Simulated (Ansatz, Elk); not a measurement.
# VCdNi4: X-ray structure factors from the self-consistent density

Structure refinements treat a crystal as free atoms side by side. For a made-up structure of VCdNi4 (cell and positions from a PBEsol relaxation) the runs below show what the calculated density changes in F(hkl).

Method: DFT, PBE, all-electron APW+lo, Dirac cores, scalar-relativistic bands, static density, no spin, in Elk 11.2.3 (patched build).

The structure was built from a prototype and need not be the compound's stable phase.

## Step 1: Starting point

Symmetry: F-43m, No. 216, cubic system. The conventional cell has a = 6.622 Å, b = 6.622 Å, c = 6.622 Å, α = 90.00°, β = 90.00°, γ = 90.00°. Cd has 12 Ni at 2.75 Å and 4 V at 2.87 Å nearest. Ni has 6 Ni at 2.33 to 2.35 Å and 3 V at 2.74 Å and 3 Cd at 2.75 Å nearest. V has 12 Ni at 2.74 Å and 4 Cd at 2.87 Å nearest. Farther neighbours are not listed.

## Step 2: Ground state and structure factors

An all-electron density is needed, since X-rays see the cores too. Task 0 finds the density and task 195 Fourier-transforms it; tshift is off so that phases refer to the origin typed.

Contents of elk.in:

```
tasks
  0
  195

xctype
  20

spinpol
  .false.

rgkmax
  7.0

gmaxvr
  14.0

lmaxo
  7

lmaxapw
  8

swidth
  0.002

tshift
  .false.

ramdisk
  .false.

hmaxvr
  5.5

maxscl
  120

epspot
  1e-06

sppath
  './'

avec
  -0.00000000000 6.25731348700 6.25731348700
  6.25731348700 -0.00000000000 6.25731348700
  6.25731348700 6.25731348700 -0.00000000000

atoms
  3
  'Cd.in'
  1
  0.2500000000 0.2500000000 0.2500000000   0.000000 0.000000 0.000000
  'Ni.in'
  4
  0.8745748667 0.3762754000 0.8745748667   0.000000 0.000000 0.000000
  0.8745748667 0.8745748667 0.3762754000   0.000000 0.000000 0.000000
  0.8745748667 0.8745748667 0.8745748667   0.000000 0.000000 0.000000
  0.3762754000 0.8745748667 0.8745748667   0.000000 0.000000 0.000000
  'V.in'
  1
  0.5000000000 0.5000000000 0.5000000000   0.000000 0.000000 0.000000

ngridk
  6 6 6
```

On the command line:

```sh
$ OMP_NUM_THREADS=4 elk
```

Numbers of over 12 decimals in the logs are rounded to 6 here.

Log:

```text
┌─────────────────────────┐
│ Elk code version 11.2.3 │
└─────────────────────────┘

All units are atomic (Hartree, Bohr, etc.)

┌─────────────────────────────────────────────────┐
│ Ground-state run starting from atomic densities │
└─────────────────────────────────────────────────┘

Lattice vectors :
  -0.000000000       6.257313487       6.257313487
   6.257313487      -0.000000000       6.257313487
   6.257313487       6.257313487      -0.000000000

Reciprocal lattice vectors :
 -0.5020673265      0.5020673265      0.5020673265
  0.5020673265     -0.5020673265      0.5020673265
  0.5020673265      0.5020673265     -0.5020673265

Unit cell volume      :    489.9973551
Brillouin zone volume :   0.5062276579

Muffin-tin inner radius fraction :   0.1000000000E-01

Nuclei treated as point charges

Species : 1 (Cd)
 parameters loaded from : Cd.in
 name : cadmium
 nuclear charge    :   -48.00000000
 electronic charge :    48.00000000
 atomic mass :    204912.7176
 muffin-tin radius :    2.600000000
 number of radial points in muffin-tin :   1193
 inner part over the whole radius :   0.9972693929E-02
 number on inner part of muffin-tin    :    850
 approximate nuclear radius :   0.8708852602E-04
 number of mesh points to nuclear radius :    426
 atomic positions (lattice), magnetic fields (Cartesian) :
  1 :   0.25000000  0.25000000  0.25000000    0.00000000  0.00000000  0.00000000

Species : 2 (Ni)
 parameters loaded from : Ni.in
 name : nickel
 nuclear charge    :   -28.00000000
 electronic charge :    28.00000000
 atomic mass :    106991.5231
 muffin-tin radius :    2.179770239
 number of radial points in muffin-tin :    993
 inner part over the whole radius :   0.9913971322E-02
 number on inner part of muffin-tin    :    699
 approximate nuclear radius :   0.7325707712E-04
 number of mesh points to nuclear radius :    337
 atomic positions (lattice), magnetic fields (Cartesian) :
  1 :   0.87457487  0.37627540  0.87457487    0.00000000  0.00000000  0.00000000
  2 :   0.87457487  0.87457487  0.37627540    0.00000000  0.00000000  0.00000000
  3 :   0.87457487  0.87457487  0.87457487    0.00000000  0.00000000  0.00000000
  4 :   0.37627540  0.87457487  0.87457487    0.00000000  0.00000000  0.00000000

Species : 3 (V)
 parameters loaded from : V.in
 name : vanadium
 nuclear charge    :   -23.00000000
 electronic charge :    23.00000000
 atomic mass :    92860.67382
 muffin-tin radius :    2.400000000
 number of radial points in muffin-tin :    993
 inner part over the whole radius :   0.9920165687E-02
 number on inner part of muffin-tin    :    699
 approximate nuclear radius :   0.6897515165E-04
 number of mesh points to nuclear radius :    327
 atomic positions (lattice), magnetic fields (Cartesian) :
  1 :   0.50000000  0.50000000  0.50000000    0.00000000  0.00000000  0.00000000

Total number of atoms per unit cell :    6
Total muffin-tin volume :    305.0604857
 ratio of muffin-tin to unit cell volume :   0.6225757804

Spin treatment :
 spin-unpolarised

Number of Bravais lattice symmetries :   48
Number of crystal symmetries         :   24
Crystal has no inversion symmetry
Complex Hermitian eigensolver will be used

k-point grid :      6     6     6
k-point offset :    0.000000000       0.000000000       0.000000000
k-point set is reduced with full crystal symmetry group
Total number of k-points :       22

Muffin-tin radius times maximum |G+k| :    7.000000000
 using average radius
Maximum |G+k| for APW functions       :    3.061429562
Maximum (1/2)|G+k|²                   :    4.686175482
Maximum |G| for potential and density :    14.00000000
Constant for pseudocharge density :    9
 order of it for each species :   16  16  16
 order of it for pair densities of each species (exact exchange by exxq0 0: 17) :   13   8  11
Radial integration step length :    1

G-vector grid sizes :     40    40    40
Number of G-vectors :    22659

Maximum angular momentum used for
 APW functions            :    8
 outer part of muffin-tin :    7
[...]
correlation                 :     -9.009019
 electron entropic           :    -0.12611789318712E-02
 total energy                :     -12628.703602097

Density of states at Fermi energy :    97.77094378
 (states/Hartree/unit cell)

Estimated indirect band gap :   0.1937997288E-02
 from k-point 17 to k-point 4
Estimated direct band gap   :   0.1047599847E-01
 at k-point 6

Charges :
 core                        :    88.00000000
 valence                     :    95.00000000
 interstitial                :    6.636583143
 muffin-tins (core leakage)
  species : 1 (Cd)
[...]
species : 2 (Ni)
[...]
species : 3 (V)
[...]
total in muffin-tins        :    176.3634169
 total calculated charge     :    182.9959426
 total charge                :    183.0000000
 error                       :   0.4057395304E-02

RMS change in Kohn-Sham potential (target) :   0.6400167392     (  0.1000000000E-05)
Absolute change in total energy (target)   :   0.5643038278     (  0.1000000000E-03)

[... loops 3 to 18 left out ...]

┌──────────────────┐
│ Loop number : 19 │
└──────────────────┘

Energies :
 Fermi                       :     0.332822
 sum of occupied eigenvalues :     -7396.9971616273
 electron kinetic            :      13007.269344778
 core electron kinetic       :      12103.732241116
 Coulomb                     :     -25181.187968255
 Coulomb potential           :     -19812.798267417
 nuclear-nuclear             :     -1913.1511235841
 electron-nuclear            :     -26792.338087738
 Hartree                     :      3524.3012430672
 Madelung                    :     -15274.788834547
 xc potential                :     -591.46823898864
 exchange                    :     -445.70407255377
 correlation                 :     -8.999891
 electron entropic           :    -0.25456031317912E-02
 total energy                :     -12628.625132557

Density of states at Fermi energy :    188.7492856
 (states/Hartree/unit cell)

Estimated indirect band gap :   0.7993340700E-03
 from k-point 11 to k-point 11
Estimated direct band gap   :   0.7993340700E-03
 at k-point 11

Charges :
 core                        :    88.00000000
 valence                     :    95.00000000
 interstitial                :    6.895249733
 muffin-tins (core leakage)
  species : 1 (Cd)
[...]
species : 2 (Ni)
[...]
species : 3 (V)
[...]
total in muffin-tins        :    176.1047503
 total calculated charge     :    182.9959977
 total charge                :    183.0000000
 error                       :   0.4002317978E-02

RMS change in Kohn-Sham potential (target) :   0.6437330005E-06 (  0.1000000000E-05)
Absolute change in total energy (target)   :   0.3574514631E-04 (  0.1000000000E-03)

Convergence targets achieved

┌──────────────────┐
│ Loop number : 20 │
└──────────────────┘

Energies :
 Fermi                       :     0.332822
 sum of occupied eigenvalues :     -7396.9971659368
 electron kinetic            :      13007.269358203
 core electron kinetic       :      12103.732236577
 Coulomb                     :     -25181.187985544
 Coulomb potential           :     -19812.798239177
 nuclear-nuclear             :     -1913.1511235841
 electron-nuclear            :     -26792.338150179
 Hartree                     :      3524.3012882192
 Madelung                    :     -15274.788865956
 xc potential                :     -591.46828496273
 exchange                    :     -445.70407458146
 correlation                 :     -8.999891
 electron entropic           :    -0.25456027526345E-02
 total energy                :     -12628.625138462

Density of states at Fermi energy :    188.7493284
 (states/Hartree/unit cell)

Estimated indirect band gap :   0.7993075588E-03
 from k-point 11 to k-point 11
Estimated direct band gap   :   0.7993075588E-03
 at k-point 11

Charges :
 core                        :    88.00000000
 valence                     :    95.00000000
 interstitial                :    6.895249193
 muffin-tins (core leakage)
  species : 1 (Cd)
[...]
species : 2 (Ni)
[...]
atom 3                    :    26.92951897     (  0.9008089515E-03)
   atom 4                    :    26.92951897     (  0.9008089515E-03)
  species : 3 (V)
   atom 1                    :    21.42818966     ( -0.2221847843E-06)
 total in muffin-tins        :    176.1047508
 total calculated charge     :    182.9959977
 total charge                :    183.0000000
 error                       :   0.4002318044E-02

┌──────────────────────────────┐
│ Self-consistent loop stopped │
└──────────────────────────────┘

Warning : core states of species 1 leak from the muffin-tin :   0.2472005342E-03

Warning : core states of species 2 leak from the muffin-tin :   0.9008089515E-03

Wrote STATE.OUT
```

Wall time 36 s (4 threads of Intel Xeon Platinum 8488C (Sapphire Rapids), shared host); peak memory 0.25 GiB; 1.8 min of CPU time.

SFACRHO.OUT:

```text

h k l indices transformed by vhmat matrix:
   1.000000000       0.000000000       0.000000000    
   0.000000000       1.000000000       0.000000000    
   0.000000000       0.000000000       1.000000000    

      h      k      l  multipl.   |H|            Re(F)            Im(F)           |F|

      0      0      0      1   0.0000000       183.00000      0.16778069E-16   183.00000    
      0      1      0      4  0.86960612       15.516916       7.4229148       17.200998    
      0      0     -1      4  0.86960612       15.516916      -7.4229148       17.200998    
      0     -1     -1      6   1.0041347      -23.621852      0.15014554E-09   23.621852    
      2      1      1     12   1.4200608       54.396830      0.11362352E-09   54.396830    
      0     -1     -2     12   1.6651689      -44.005018       64.477720       78.062910    
     -1     -1      1     12   1.6651689      -44.005018      -64.477719       78.062910    
     -2      0      0      4   1.7392122      -20.311595       79.455715       82.010802    
      0      0      2      4   1.7392122      -20.311595      -79.455715       82.010802    
      0      2      2      6   2.0082693      -27.031569     -0.46678377E-07   27.031569    
     -1      2      0     12   2.1884607       12.087982       7.0948053       14.016261    
      0      1     -2     12   2.1884607       12.087982      -7.0948053       14.016261    
     -1     -2     -3     24   2.2453133      -17.933991     -0.36926322E-09   17.933991    
      2      3      3     12   2.4596175       42.040338     -0.70999090       42.046333    
     -3     -2     -3     12   2.4596175       42.040338      0.70999090       42.046333    
      3      1      3     12   2.6088184      -33.579910      -51.510518       61.489380    
      3      0      2     12   2.6088184      -33.579910       51.510518       61.489380    
      0      3      0      4   2.6088184      -34.498407      -50.529532       61.183116
```

Elk indexes on the primitive cell of elk.in and gives |H| = 4π sin θ/λ in inverse bohr. Below, one row stands for each form hkl of the conventional cell (m members, Friedel mates merged), F is for one primitive cell and the density is static (no thermal factor). Free-atom factors are Waasmaier and Kirfel's, and R is Σm||F|−|F'||/Σm|F|.

```
hkl   m  sin θ/λ (Å⁻¹)  abs F, DFT  neutral atoms   diff.  abs of complex diff.
111   8          0.131      17.201         17.196  +0.005                 0.508
200   6          0.151      23.622         23.750  -0.128                 0.128
220  12          0.213      54.397         54.707  -0.310                 0.310
311  24          0.250      78.063         78.468  -0.405                 0.431
222   8          0.262      82.011         82.520  -0.509                 0.552
400   6          0.302      27.032         27.414  -0.383                 0.383
331  24          0.329      14.016         14.052  -0.036                 0.140
420  24          0.338      17.934         17.936  -0.002                 0.002
422  24          0.370      42.046         42.027  +0.019                 0.020
511  24          0.392      61.489         61.549  -0.059                 0.060
333   8          0.392      61.183         61.288  -0.105                 0.108
440  12          0.427      97.504         97.550  -0.046                 0.046
531  48          0.447      11.358         11.336  +0.022                 0.095
442  24          0.453      16.280         16.220  +0.060                 0.060
600   6          0.453      15.075         15.013  +0.062                 0.062
620  24          0.477      35.648         35.532  +0.116                 0.116
533  24          0.495      51.832         51.771  +0.061                 0.065
622  24          0.501      53.913         53.927  -0.014                 0.036
```

## Step 3: The highest occupied states alone

An energy window below the Fermi level keeps the highest occupied states, to see at which angles they scatter; shallow core shells can lie inside it and anion s states outside. No new self-consistency is needed.

elk.in, as its differences from that of step 2:

```diff
@@ -1,3 +1,2 @@
 tasks
-  0
   195
@@ -40,2 +39,5 @@
 
+wsfac
+  -0.218420 0.632820
+
 sppath
```

On the command line:

```sh
$ OMP_NUM_THREADS=4 elk
```

Log:

```text
┌─────────────────────────────────┐
│ Elk code version 11.2.3 started │
└─────────────────────────────────┘

Info(readinput): the functional depends on the density's gradient
 muffin-tin radial points multiplied by    2.00000
 (not where nrmtscf is given)

┌────────────────────┐
│ Current task : 195 │
└────────────────────┘
Info(checkmt): changed muffin-tin radius of species 2 (Ni) from   2.4000 to   2.1798

Info(sfacrho): density structure factors written to SFACRHO.OUT

 Energy window :  -0.2184200000      0.6328200000

┌──────────────────┐
│ Elk code stopped │
└──────────────────┘
```

It took 7 s on 4 threads; peak memory 0.16 GiB; 10 s of CPU time.

States within 15 eV below the Fermi level hold 57.00 electrons; any levels below the window count with the cores. Their amplitudes can exceed the total, where window and core parts have opposite phase:

| hkl | sin θ/λ (Å⁻¹) | abs F, window | abs F, all |
| --- | --- | --- | --- |
| 111 | 0.131 | 8.527 | 17.201 |
| 200 | 0.151 | 5.392 | 23.622 |
| 220 | 0.213 | 6.457 | 54.397 |
| 311 | 0.250 | 13.159 | 78.063 |
| 222 | 0.262 | 18.138 | 82.011 |
| 400 | 0.302 | 11.677 | 27.032 |
| 331 | 0.329 | 4.954 | 14.016 |
| 420 | 0.338 | 1.385 | 17.934 |
| 422 | 0.370 | 2.130 | 42.046 |
| 511 | 0.392 | 6.557 | 61.489 |

## Step 4: Another functional

The difference from free atoms is small, so it is set against the change that LDA (Perdew-Wang) makes.

elk.in, as its differences from that of step 3:

```diff
@@ -1,2 +1,3 @@
 tasks
+  0
   195
@@ -4,3 +5,3 @@
 xctype
-  20
+  3
 
@@ -39,5 +40,2 @@
 
-wsfac
-  -0.218420 0.632820
-
 sppath
```

On the command line:

```sh
$ OMP_NUM_THREADS=4 elk
```

Log:

```text
┌─────────────────────────┐
│ Elk code version 11.2.3 │
└─────────────────────────┘

All units are atomic (Hartree, Bohr, etc.)

┌─────────────────────────────────────────────────┐
│ Ground-state run starting from atomic densities │
└─────────────────────────────────────────────────┘

Lattice vectors :
  -0.000000000       6.257313487       6.257313487
   6.257313487      -0.000000000       6.257313487
   6.257313487       6.257313487      -0.000000000

Reciprocal lattice vectors :
 -0.5020673265      0.5020673265      0.5020673265
[...]
atom 4                    :    26.93927538     (  0.9415010588E-03)
  species : 3 (V)
   atom 1                    :    21.43838575     ( -0.3557354805E-05)
 total in muffin-tins        :    176.1643816
 total calculated charge     :    182.9958344
 total charge                :    183.0000000
 error                       :   0.4165560622E-02

┌──────────────────────────────┐
│ Self-consistent loop stopped │
└──────────────────────────────┘

Warning : core states of species 1 leak from the muffin-tin :   0.2471516429E-03

Warning : core states of species 2 leak from the muffin-tin :   0.9415010588E-03

Wrote STATE.OUT
[key lines of the parts left out:]
total energy                :     -12611.971374379
```

The job ended after 23 s (4 threads; peak memory 0.17 GiB).

Against the first run R = 0.04 %; the largest change is -0.058 at 440.

## Step 5: Basis size

A smaller basis shows how fast F responds to it; the change is likely larger than the basis error of the first run, but doesn't show convergence.

elk.in, as its differences from that of step 4:

```diff
@@ -5,3 +5,3 @@
 xctype
-  3
+  20
 
@@ -11,3 +11,3 @@
 rgkmax
-  7.0
+  5.5
```

On the command line:

```sh
$ OMP_NUM_THREADS=4 elk
```

Log:

```text
┌─────────────────────────┐
│ Elk code version 11.2.3 │
└─────────────────────────┘

All units are atomic (Hartree, Bohr, etc.)

┌─────────────────────────────────────────────────┐
│ Ground-state run starting from atomic densities │
└─────────────────────────────────────────────────┘

Lattice vectors :
  -0.000000000       6.257313487       6.257313487
   6.257313487      -0.000000000       6.257313487
   6.257313487       6.257313487      -0.000000000

Reciprocal lattice vectors :
 -0.5020673265      0.5020673265      0.5020673265
[...]
atom 4                    :    26.86373815     (  0.8985476927E-03)
  species : 3 (V)
   atom 1                    :    21.37751203     ( -0.2221847542E-06)
 total in muffin-tins        :    175.7705525
 total calculated charge     :    182.9965199
 total charge                :    183.0000000
 error                       :   0.3480091347E-02

┌──────────────────────────────┐
│ Self-consistent loop stopped │
└──────────────────────────────┘

Warning : core states of species 1 leak from the muffin-tin :   0.2475278370E-03

Warning : core states of species 2 leak from the muffin-tin :   0.8985476927E-03

Wrote STATE.OUT
[key lines of the parts left out:]
total energy                :     -12628.289559748
```

Elapsed: 30 s, on 4 threads; peak memory 0.24 GiB; 91 s of CPU time.

Against the first run R = 0.04 %; the largest change is +0.150 at 440.

## Step 6: Settings against the effect

```
              run  R against the first run (%)  R against neutral atoms, low angle (%)  wall time
    PBE, rgkmax 7                         0.00                                    0.53       36 s
LDA (Perdew-Wang)                         0.04                                    0.56       23 s
       rgkmax 5.5                         0.04                                    0.58       30 s
```

## Step 7: Results

```
R against neutral atoms, sin θ/λ < 0.3 Å⁻¹ : 0.53 %
R against neutral atoms, 0.3 to 0.83 Å⁻¹   : 0.16 %
```

What this shows: Independent neutral atoms miss the calculated amplitudes by R = 0.53 % below 0.3 Å⁻¹ and 0.16 % from there to 0.83 Å⁻¹; by shells, 0.03 % below 0.15 Å⁻¹ (1 form), 0.55 % 0.15 to 0.3 (4 forms), 0.13 % 0.3 to 0.45 (8 forms), 0.17 % above 0.45 (43 forms). Bonding, aspherical density and the tables' own atoms all enter these figures, and the runs don't part them. The largest change of an amplitude is -0.51 electrons, at 222. R counts amplitudes alone; phases shift too. The window's part falls from 57.0 electrons at the origin to at most 6.43 between 0.45 and 0.83 Å⁻¹, where compact states inside the window still scatter. Below 0.3 Å⁻¹ the changes that finished (LDA (Perdew-Wang) and rgkmax 5.5) move F by R = 0.06 % at most, against the 0.53 % that separates it from free atoms. The k-mesh has no finished test. These runs have no spin, though d or f shells may be open. Part of the difference isn't bonding: the tables are fits to free atoms and ions calculated by other methods than this functional. Thermal motion, anomalous dispersion and extinction are left out.

[Logs are printed without paths, hosts, clocks, repeated set-up lines and the standing remarks that a program may print on its own settings, such as how far it seeks lower states.]

[Hosts, paths, dates, database ids (printed as entryN), source tags and the programs' standing remarks are cut or masked in the printed files.]
